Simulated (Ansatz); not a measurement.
# TiO2(101) slab with HCOO (112 atoms): support functions against a reference

Wanted: errors and times of a linear-scaling basis for TiO2(101) slab with HCOO (112 atoms). A setting counts as converged where the r.m.s. difference of forces stays under 1 % of the r.m.s. force.

Method: Kohn-Sham DFT, PBE+D3(BJ), PAW (set soft_2), plane waves, in Ansatz 0.2.0.

## Step 1: The system as given

The cell holds 112 atoms: 36 Ti, 74 O, 1 C and 1 H. Its edges and angles: a = 11.355 Å, b = 10.239 Å, c = 25.026 Å, α = 90.0°, β = 90.0°, γ = 90.0°. It derives from TiO2 (anatase). Anatase TiO2 (cell 3.785, 3.785, 9.514, 90, 90, 90), (101) slab of 3 repeat layers, 3 x 1 surface cells, 12 Å of vacuum; atoms within 3.17 Å of the bottom held; 1 HCOO on bridge sites; displaced by a Gaussian of 0.03 Å. Regions: slab, 108 atoms (36 Ti and 72 O); HCOO adsorbates, 4 atoms (1 C, 2 O and 1 H). Vacuum lies along c.

Before any run, some limits are plain. Beside vacuum, support functions can miss their usual error bounds without a warning. The main run has no spin polarisation, so moments on Ti can't form in it, and no Hubbard term. The electron count is odd and the run has no spin polarisation, so levels at the top are partly filled by construction. Sampling is at Γ alone, for a cell whose shortest periodic width is 10 Å.

## Step 2: Plane-wave single point

The first run uses the default basis; a harder plane-wave run follows as the reference for the support functions.

Contents of input.yaml:

```yaml
crystal:
  lattice:
    - [11.355, 0.0, 0.0]
    - [0.0, 10.23926, 0.0]
    - [0.0, 0.0, 25.026]
  atoms:
    - { symbol: Ti, position: [0.00419, 0.07902, 0.26913] }
    - { symbol: Ti, position: [0.16556, 0.57512, 0.27003] }
    - { symbol: Ti, position: [0.16691, 0.29284, 0.30485] }
    - { symbol: Ti, position: [0.00259, 0.79367, 0.30324] }
    - { symbol: O, position: [0.00028, 0.25707, 0.29885] }
    - { symbol: O, position: [0.16784, 0.7596, 0.29944] }
    - { symbol: O, position: [0.16244, 0.47241, 0.33309] }
    - { symbol: O, position: [0.99915, 0.97106, 0.33537] }
    - { symbol: O, position: [0.99937, 0.62192, 0.27693] }
    - { symbol: O, position: [0.16661, 0.11259, 0.27425] }
    - { symbol: O, position: [0.16952, 0.40118, 0.23961] }
    - { symbol: O, position: [0.99832, 0.90247, 0.24001] }
    - { symbol: Ti, position: [0.00498, 0.93622, 0.41091] }
    - { symbol: Ti, position: [0.16508, 0.44426, 0.40984] }
    - { symbol: Ti, position: [0.16821, 0.16141, 0.44342] }
    - { symbol: Ti, position: [0.00459, 0.65758, 0.44373] }
    - { symbol: O, position: [0.99942, 0.12215, 0.4392] }
    - { symbol: O, position: [0.16189, 0.62183, 0.43721] }
    - { symbol: O, position: [0.16796, 0.34073, 0.47411] }
    - { symbol: O, position: [0.0012, 0.83591, 0.47288] }
    - { symbol: O, position: [0.99882, 0.48215, 0.41566] }
    - { symbol: O, position: [0.16888, 0.97995, 0.41447] }
    - { symbol: O, position: [0.16208, 0.26712, 0.37993] }
    - { symbol: O, position: [0.99767, 0.76681, 0.3805] }
    - { symbol: Ti, position: [0.00089, 0.80968, 0.54977] }
    - { symbol: Ti, position: [0.16431, 0.31211, 0.55057] }
    - { symbol: Ti, position: [0.16984, 0.02299, 0.58294] }
    - { symbol: Ti, position: [0.99781, 0.52264, 0.58749] }
    - { symbol: O, position: [0.99853, 0.98286, 0.57826] }
    - { symbol: O, position: [0.16663, 0.486, 0.58008] }
    - { symbol: O, position: [0.16836, 0.20712, 0.61326] }
    - { symbol: O, position: [0.00047, 0.70865, 0.61572] }
    - { symbol: O, position: [0.00115, 0.34783, 0.55472] }
    - { symbol: O, position: [0.16824, 0.84542, 0.5557] }
    - { symbol: O, position: [0.17123, 0.12149, 0.51822] }
    - { symbol: O, position: [0.00034, 0.63103, 0.51847] }
    - { symbol: Ti, position: [0.3331, 0.0782, 0.26942] }
    - { symbol: Ti, position: [0.49632, 0.57927, 0.26947] }
    - { symbol: Ti, position: [0.5014, 0.29594, 0.30348] }
    - { symbol: Ti, position: [0.32955, 0.79565, 0.30277] }
    - { symbol: O, position: [0.33514, 0.25723, 0.29851] }
    - { symbol: O, position: [0.49527, 0.75795, 0.29889] }
    - { symbol: O, position: [0.49516, 0.47853, 0.33469] }
    - { symbol: O, position: [0.33241, 0.97766, 0.33289] }
    - { symbol: O, position: [0.33261, 0.61859, 0.27758] }
    - { symbol: O, position: [0.50167, 0.11924, 0.27515] }
    - { symbol: O, position: [0.5011, 0.39997, 0.2397] }
    - { symbol: O, position: [0.32873, 0.90109, 0.2395] }
    - { symbol: Ti, position: [0.3335, 0.95019, 0.40786] }
    - { symbol: Ti, position: [0.49826, 0.44043, 0.41028] }
    - { symbol: Ti, position: [0.50467, 0.16128, 0.44301] }
    - { symbol: Ti, position: [0.33569, 0.66175, 0.4456] }
    - { symbol: O, position: [0.33598, 0.12135, 0.43765] }
    - { symbol: O, position: [0.4989, 0.62634, 0.43928] }
    - { symbol: O, position: [0.50257, 0.33792, 0.47562] }
    - { symbol: O, position: [0.3332, 0.84068, 0.47394] }
    - { symbol: O, position: [0.33248, 0.48236, 0.41608] }
    - { symbol: O, position: [0.50062, 0.97698, 0.41557] }
    - { symbol: O, position: [0.49479, 0.27287, 0.37968] }
    - { symbol: O, position: [0.33532, 0.76409, 0.37855] }
    - { symbol: Ti, position: [0.33238, 0.80843, 0.54836] }
    - { symbol: Ti, position: [0.49734, 0.3048, 0.54968] }
    - { symbol: Ti, position: [0.50001, 0.03063, 0.58477] }
    - { symbol: Ti, position: [0.33374, 0.52346, 0.58584] }
    - { symbol: O, position: [0.33518, 0.9907, 0.58068] }
    - { symbol: O, position: [0.50009, 0.48302, 0.57995] }
    - { symbol: O, position: [0.5061, 0.20031, 0.61304] }
    - { symbol: O, position: [0.33401, 0.70485, 0.61536] }
    - { symbol: O, position: [0.33684, 0.34164, 0.55526] }
    - { symbol: O, position: [0.49838, 0.8423, 0.55672] }
    - { symbol: O, position: [0.50233, 0.12729, 0.51911] }
    - { symbol: O, position: [0.3336, 0.63401, 0.52087] }
    - { symbol: Ti, position: [0.66498, 0.08682, 0.26961] }
    - { symbol: Ti, position: [0.83042, 0.58462, 0.26863] }
    - { symbol: Ti, position: [0.8341, 0.29768, 0.30418] }
    - { symbol: Ti, position: [0.66626, 0.79656, 0.30369] }
    - { symbol: O, position: [0.66554, 0.25725, 0.29835] }
    - { symbol: O, position: [0.83205, 0.76009, 0.29769] }
    [... 28 atom lines left out ...]
    - { symbol: O, position: [0.83871, 0.12606, 0.52124] }
    - { symbol: O, position: [0.67, 0.6264, 0.52225] }
    - { symbol: C, position: [0.08284, 0.27566, 0.71522] }
    - { symbol: O, position: [0.16632, 0.20953, 0.69372] }
    - { symbol: O, position: [0.00111, 0.3347, 0.69431] }
    - { symbol: H, position: [0.0842, 0.27134, 0.76157] }
kpoints:
  mp_grid: { grid: [1, 1, 1] }
hamiltonian:
  xc: pbe
  dispersion: d3bj
scf:
  occupations: { method: fermi_dirac, width: 0.025 }
output:
  forces: true
  populations: true
  dos:
    method: { smearing: { sigma: 0.08 } }
    de: 0.1
    projected:
      site_lists:
        C: [C]
        H: [H]
        O: [O]
        Ti: [Ti]
        HCOO_adsorbates: [108, 109, 110, 111]
  eigenvalues: true
  write_density: true
  write_potential: true
  volumetric_format: npy
  elf: true
```

On the command line:

```
$ ansatz run input.yaml --threads 4 --pin off --max-ram 15872MiB --backend cpu --events-out ev --progress --plain --runs-dir out
```

What it wrote:

```text
Engine: ansatz 0.2.0, aarch64-unknown-linux-gnu
Pseudopotentials: kind: paw
Pseudopotential: Ti, paw, valence charge 12, recommended cutoff 420 eV (normal), Ti.paw.azcp
Pseudopotential: O, paw, valence charge 6, recommended cutoff 420 eV (normal), O.paw.azcp
Pseudopotential: C, paw, valence charge 4, recommended cutoff 420 eV (normal), C.paw.azcp
Pseudopotential: H, paw, valence charge 1, recommended cutoff 420 eV (normal), H.paw.azcp
Functional definition: PBE
  parameter kappa = 0.804
  parameter beta = 0.066725
  exchange = pbe_x(kappa = kappa, mu = beta*pi^2/3)
  correlation = pbe_c(beta = beta)
Crystal: 112 atoms, lattice volume = 2909.693 Å³
Basis set: ecut = 420 eV, 56841 PW (Γ), exchange–correlation on 160×144×360 points (8 copies of the dense FFT grid, shifted against one another)
Bands: 553, of which v1, the nominal top of the filled ones, is band 441 counted from 1 (440 counted from 0)
Symmetry: 1 space group operations
Space group: P1 (ITA 1), of the structure as read, at distance tolerance 1.4e-4 Å
k-points: 1
Non-local potential: Ti, projectors of the file, l = 0: 3, l = 1: 2, l = 2: 3, l = 3: 1
Non-local potential: O, projectors of the file, l = 0: 2, l = 1: 2, l = 2: 1
Non-local potential: C, projectors of the file, l = 0: 2, l = 1: 2, l = 2: 1
Non-local potential: H, projectors of the file, l = 0: 2, l = 1: 1
PAW form: soft (Blöchl's): semilocal exchange-correlation on the pseudo side does not see the compensation charge
PAW one-centre angular grid: Ti, 590 points (default); XC on 64 Gauss nodes
PAW one-centre angular grid: O, 110 points (default); XC on 64 Gauss nodes
PAW one-centre angular grid: C, 110 points (default); XC on 64 Gauss nodes
PAW one-centre angular grid: H, 110 points (default); XC on 64 Gauss nodes
Initial density: superposition of atomic densities (neutral atoms: chi_scale 0, normalization atom), corrected by the library's trained network
Initial wavefunctions: pseudopotential atomic-orbital guess
Functional: x = pbe(κ = 0.804, μ = 0.219515), c = pbe(β = 0.066725)
SCF iter   1: F=—  HF=-132394.270527 eV  |F-HF|=—  |Δ(HF+E_count)|=         —  Δρ=4.13e-3  dr2=6.12e-1  ethr=1.77e-3  ⟨swp⟩=6.0  Hψ=2037  notcnv=0  defer=64
preconditioner: auto → LDOS  [insulator: Δε(μ)=0.813 eV  Ē_g=9.478 eV  σ=0.025 eV  W_gap=0.50  n_scr=554 (ndim 8)  ℏωp=16.8 eV  f_vac=0.544  D(μ)=20.00/eV (n_scr^D=58)  ε∞_Penn≈4.1  β→1.0]
SCF iter   2: F=—  HF=-132395.955667 eV  |F-HF|=—  |Δ(HF+E_count)|=    1.69e0  Δρ=1.41e-2  dr2=1.14e1  ethr=6.95e-5  ⟨swp⟩=3.0  Hψ=1158  notcnv=0  defer=108
SCF iter   3: F=—  HF=-132394.361378 eV  |F-HF|=—  |Δ(HF+E_count)|=    1.59e0  Δρ=3.16e-3  dr2=6.07e-1  ethr=6.95e-5  ⟨swp⟩=4.0  Hψ=1115  notcnv=0  defer=108
SCF iter   4: F=—  HF=-132394.308588 eV  |F-HF|=—  |Δ(HF+E_count)|=   5.28e-2  Δρ=2.03e-3  dr2=2.09e-1  ethr=6.89e-5  ⟨swp⟩=2.0  Hψ=868  notcnv=0  defer=108
SCF iter   5: F=—  HF=-132394.280372 eV  |F-HF|=—  |Δ(HF+E_count)|=   2.82e-2  Δρ=8.28e-4  dr2=3.97e-2  ethr=2.37e-5  ⟨swp⟩=2.0  Hψ=683  notcnv=0  defer=108
SCF iter   6: F=—  HF=-132394.279830 eV  |F-HF|=—  |Δ(HF+E_count)|=   5.42e-4  Δρ=7.85e-4  dr2=3.89e-2  ethr=4.51e-6  ⟨swp⟩=2.0  Hψ=673  notcnv=0  defer=108
SCF iter   7: F=—  HF=-132394.278489 eV  |F-HF|=—  |Δ(HF+E_count)|=   1.34e-3  Δρ=6.96e-4  dr2=3.02e-2  ethr=4.42e-6  ⟨swp⟩=2.0  Hψ=669  notcnv=0  defer=108
SCF iter   8: F=—  HF=-132394.277726 eV  |F-HF|=—  |Δ(HF+E_count)|=   7.63e-4  Δρ=7.13e-4  dr2=2.88e-2  ethr=3.43e-6  ⟨swp⟩=2.0  Hψ=673  notcnv=0  defer=108
SCF iter   9: F=—  HF=-132394.274932 eV  |F-HF|=—  |Δ(HF+E_count)|=   2.79e-3  Δρ=5.77e-4  dr2=1.81e-2  ethr=3.27e-6  ⟨swp⟩=2.0  Hψ=673  notcnv=0  defer=108
SCF iter  10: F=—  HF=-132394.272722 eV  |F-HF|=—  |Δ(HF+E_count)|=   2.21e-3  Δρ=5.20e-4  dr2=1.20e-2  ethr=2.05e-6  ⟨swp⟩=3.0  Hψ=673  notcnv=0  defer=108
[...]
SCF iter  46: F=—  HF=-132394.272316 eV  |F-HF|=—  |Δ(HF+E_count)|=   2.22e-7  Δρ=4.78e-6  dr2=6.73e-7  ethr=9.09e-11  ⟨swp⟩=2.0  Hψ=668  notcnv=0  defer=108
SCF iter  47: F=—  HF=-132394.272316 eV  |F-HF|=—  |Δ(HF+E_count)|=   3.58e-7  Δρ=4.40e-6  dr2=5.74e-7  ethr=7.64e-11  ⟨swp⟩=2.0  Hψ=527  notcnv=0  defer=108
SCF iter  48: F=—  HF=-132394.272316 eV  |F-HF|=—  |Δ(HF+E_count)|=   3.36e-7  Δρ=3.98e-6  dr2=4.33e-7  ethr=6.51e-11  ⟨swp⟩=2.0  Hψ=669  notcnv=0  defer=108
SCF iter  49: F=—  HF=-132394.272317 eV  |F-HF|=—  |Δ(HF+E_count)|=   4.79e-7  Δρ=3.61e-6  dr2=3.50e-7  ethr=4.92e-11  ⟨swp⟩=2.0  Hψ=668  notcnv=0  defer=108
SCF iter  50: F=—  HF=-132394.272317 eV  |F-HF|=—  |Δ(HF+E_count)|=   5.71e-7  Δρ=3.29e-6  dr2=2.80e-7  ethr=3.97e-11  ⟨swp⟩=2.0  Hψ=668  notcnv=0  defer=108
SCF iter  51: F=—  HF=-132394.272318 eV  |F-HF|=—  |Δ(HF+E_count)|=   6.31e-7  Δρ=2.96e-6  dr2=2.39e-7  ethr=3.18e-11  ⟨swp⟩=2.0  Hψ=676  notcnv=0  defer=108
SCF iter  52: F=—  HF=-132394.272319 eV  |F-HF|=—  |Δ(HF+E_count)|=   5.70e-7  Δρ=2.62e-6  dr2=1.86e-7  ethr=2.71e-11  ⟨swp⟩=2.0  Hψ=676  notcnv=0  defer=108
SCF iter  53: F=—  HF=-132394.272319 eV  |F-HF|=—  |Δ(HF+E_count)|=   5.33e-7  Δρ=2.22e-6  dr2=1.40e-7  ethr=2.11e-11  ⟨swp⟩=2.0  Hψ=668  notcnv=0  defer=108
SCF iter  54: F=—  HF=-132394.272319 eV  |F-HF|=—  |Δ(HF+E_count)|=   2.35e-7  Δρ=1.87e-6  dr2=1.05e-7  ethr=1.59e-11  ⟨swp⟩=2.0  Hψ=676  notcnv=0  defer=108
SCF iter  55: F=-132394.272320 eV  HF=-132394.272319 eV  |F-HF|=6.19e-7  |Δ(HF+E_count)|=   1.83e-7  Δρ=1.61e-6  dr2=7.78e-8  ethr=1.14e-11  ⟨swp⟩=17.0  Hψ=4116  notcnv=0
SCF 1 converged in 55 iterations: F = -132394.272320 eV  dr2 = 7.78e-8
  greatest PAW one-centre occupation: 0.999 electrons in one spin orbital (limit 2), on the Ti atom at site 49 (counted from 0), in its partial waves of l = 0
WARN: The output density's exchange-correlation potential varies sharply where the density is thin. Do not read a vacuum level from v_tot or v_xc, or from such a field of the output density. On a cell that repeats whose density bears no net charge and no dipole along the vacuum's axis use v_es (v_loc + v_h of the components); [...]
SCF converged after 55 iterations
Free energy (F): -132394.272320 eV
Harris-Foulkes:  -132394.272319 eV  (|F-HF|=6.19e-7)
Internal energy: -132394.237663 eV  (E = F + TS)
E sigma→0 (E₀):  -132394.254991 eV
Entropy (-TS):   -0.034657 eV (-0.309 meV/atom)
Fermi energy:    0.227251 eV
--- Per-component energies (eV) ---
  E_band       = -15291.554121
  E_kinetic    = 22857.244359
  E_local      = -897899.534200  (includes V_loc(G=0)·N_el)
  E_nonlocal   = 3682.219851
  E_hartree    = 438088.939347
  E_xc         = -9049.860091
  E_vxc        = -11457.800436  (∫ρ·V_xc dr)
  E_paw        = -49415.981502  (= ΣΔE_a)
  E_vpaw       = -8651.748335  (= ΣTr[D̂ρ^β])
  E_aug_tail   = 0.184086  (compensation charges beyond the density's cutoff)
  E_ewald      = 359362.343573
  E_disp       = -19.793086  (pairwise vdW)
  E_smearing   = -0.034657  (= −TS)
  E_closure    = 0.000000  (closes the sum)
  Σ components = -132394.272320   (vs F -132394.272320, Δ=0.00e0)
--- Forces (eV/Å), atoms counted from 1 ---
  atom   1  Ti    -1.41986634    -4.25532959     2.07864647
  atom   2  Ti     0.01568576    -3.40345930     1.42939859
  atom   3  Ti     0.00968449     1.53174133    -1.90442680
  atom   4  Ti    -0.53305702     2.70389689    -0.81656551
  atom   5  O      0.47658913     0.21110578    -0.00431868
  atom   6  O     -0.65613722    -0.36719665    -0.25702456
  atom   7  O      0.12070997     1.29696978    -0.30124285
  atom   8  O      0.29233564     1.77442269    -1.53935285
  atom   9  O      0.28672608    -1.78249159    -1.67695868
  atom  10  O      0.33311756     0.04917728    -0.95728950
  atom  11  O     -0.10903930     1.72343436     0.97477013
  atom  12  O      0.22536691     1.64404758     0.80941900
  atom  13  Ti    -1.06831846     1.14412585    -0.17356040
  atom  14  Ti     0.24072531     0.15556037     0.37151878
[...]
atom 111  O     -0.33675142     0.86452899    -0.04011440
  atom 112  H      0.28976674    -0.07841533    -0.85287939
  max |Σ_I F_I| component: 1.74e-5 eV/Å
--- Band table (eV) ---
  k-point 0: bands = ["-57.6175", "-57.5979", "-57.4880", "-57.4716", [... 537 levels ...], "3.6128", "3.6129", "3.6433", "3.6679", "3.6837", "3.6936", "3.7264", "3.7466", "3.7655", "3.8014", "3.8291", "3.8689"]
--- Löwdin populations: 112 sites ---
  site symbol       q [e]
     0     Ti     10.6050
     1     Ti     10.6068
     2     Ti     10.6635
[...]
111      H      0.8043
  spilling = 0.003648 (of n_electrons = 881.000000)
```

Elapsed: 3.6 min, on 4 threads of Arm Neoverse V1, shared host; peak memory 4.2 GiB; 14 min of CPU time.

Reading the cycles: dr2 is the Hartree energy of the density residual (eV), the measure of convergence; HF is the Harris–Foulkes estimate of the energy, which meets the free energy F at convergence.

The program notes that the exchange-correlation potential is rough where the density is thin.

The run gave:

```yaml
free_energy: -132394.2723 eV
free_energy_per_atom: -1182.0917 eV/atom
scf_cycles: 55
r_m_s_force_component: 1.181 eV/Å
longest_force: 5.622 eV/Å
fermi_energy: 0.2273 eV
levels_partly_filled_by_over_2_per_cent: 1
potential_in_mid_vacuum_over_the_fermi_level: 5.9 eV
potential_4p5_a_over_the_upper_face: 5.918 eV
potential_4p5_a_under_the_lower_face: 5.882 eV
spilling_of_the_projection: 0.003648
```

The r.m.s. force component of 1.2 eV/Å sets the scale for the differences below.

## Step 3: Plane waves at 750 eV (750 eV)

The grid of the support functions holds more waves than the default cutoff, so they are judged against a harder plane-wave run.

input.yaml, the sections that differ from step 2:

```yaml
output:
  forces: true
  eigenvalues: true
basis:
  ecutwfc: "750 eV"
# crystal, kpoints, hamiltonian, scf: as in step 2
```

What it wrote:

```text
[...]
Crystal: 112 atoms, lattice volume = 2909.693 Å³
Basis set: ecut = 750 eV, 135733 PW (Γ), exchange–correlation on 216×192×450 points (8 copies of the dense FFT grid, shifted against one another)
Bands: 553, of which v1, the nominal top of the filled ones, is band 441 counted from 1 (440 counted from 0)
Symmetry: 1 space group operations
[...]
k-points: 1
[...]
SCF iter   1: F=—  HF=-132394.848178 eV  |F-HF|=—  |Δ(HF+E_count)|=         —  Δρ=4.14e-3  dr2=6.18e-1  ethr=1.77e-3  ⟨swp⟩=7.0  Hψ=2336  notcnv=0  defer=64
[...]
SCF iter   4: F=—  HF=-132394.841321 eV  |F-HF|=—  |Δ(HF+E_count)|=   5.17e-2  Δρ=2.04e-3  dr2=2.11e-1  ethr=6.73e-5  ⟨swp⟩=2.0  Hψ=820  notcnv=0  defer=66
automatic band count: iteration 4 solves 511 bands in place of 553: the levels show a gap, and the empty bands left out lie too high to hold charge; the band table lists the bands solved (type scf.n_extra_bands for more)
SCF iter   5: F=—  HF=-132394.812892 eV  |F-HF|=—  |Δ(HF+E_count)|=   2.84e-2  Δρ=8.37e-4  dr2=3.94e-2  ethr=2.40e-5  ⟨swp⟩=2.0  Hψ=683  notcnv=0  defer=66
SCF iter   6: F=—  HF=-132394.812045 eV  |F-HF|=—  |Δ(HF+E_count)|=   8.47e-4  Δρ=7.72e-4  dr2=3.67e-2  ethr=4.47e-6  ⟨swp⟩=2.0  Hψ=673  notcnv=0  defer=66
[...]
SCF iter  53: F=—  HF=-132394.802855 eV  |F-HF|=—  |Δ(HF+E_count)|=   2.89e-8  Δρ=1.80e-6  dr2=1.07e-7  ethr=1.71e-11  ⟨swp⟩=2.0  Hψ=669  notcnv=0  defer=66
SCF iter  54: F=-132394.802855 eV  HF=-132394.802855 eV  |F-HF|=6.46e-8  |Δ(HF+E_count)|=   2.70e-8  Δρ=1.63e-6  dr2=9.40e-8  ethr=1.14e-11  ⟨swp⟩=12.0  Hψ=2028  notcnv=0
SCF 1 converged in 54 iterations: F = -132394.802855 eV  dr2 = 9.40e-8
[...]
SCF converged after 54 iterations
Free energy (F): -132394.802855 eV
[...]
Internal energy: -132394.768198 eV  (E = F + TS)
E sigma→0 (E₀):  -132394.785527 eV
Entropy (-TS):   -0.034657 eV (-0.309 meV/atom)
Fermi energy:    0.227806 eV
[...]
Σ components = -132394.802855   (vs F -132394.802855, Δ=0.00e0)
--- Forces (eV/Å), atoms counted from 1 ---
  atom   1  Ti    -1.41884676    -4.25515170     2.07846288
  atom   2  Ti     0.01565924    -3.40392784     1.42965318
  atom   3  Ti     0.00955558     1.53205794    -1.90389183
  atom   4  Ti    -0.53238217     2.70361472    -0.81703736
[...]
atom 112  H      0.28971657    -0.07815243    -0.86098881
  max |Σ_I F_I| component: 8.51e-5 eV/Å
--- Band table (eV) ---
[...]
```

Wall time 6.9 min (4 threads); peak memory 8.8 GiB; 27 min of CPU time.

Forces differ from the reference by 1.1 meV/Å r.m.s., 0.092 % of their size, well within a tolerance of 1 %; the energy by -4.7 meV/atom. It took roughly 1.9 times the reference's time (one timing each, with unlike analyses asked), in 54 cycles against 55.

(Part 1 of 4 ends here.)

[Long decimals in the printed logs are rounded to 6 places.]

[Logs are printed without paths, hosts, clocks, repeated set-up lines and the standing remarks that a program may print on its own settings, such as how far it seeks lower states.]

[Hosts, paths, dates, database ids (printed as entryN), source tags and the programs' standing remarks are cut or masked in the printed files.]
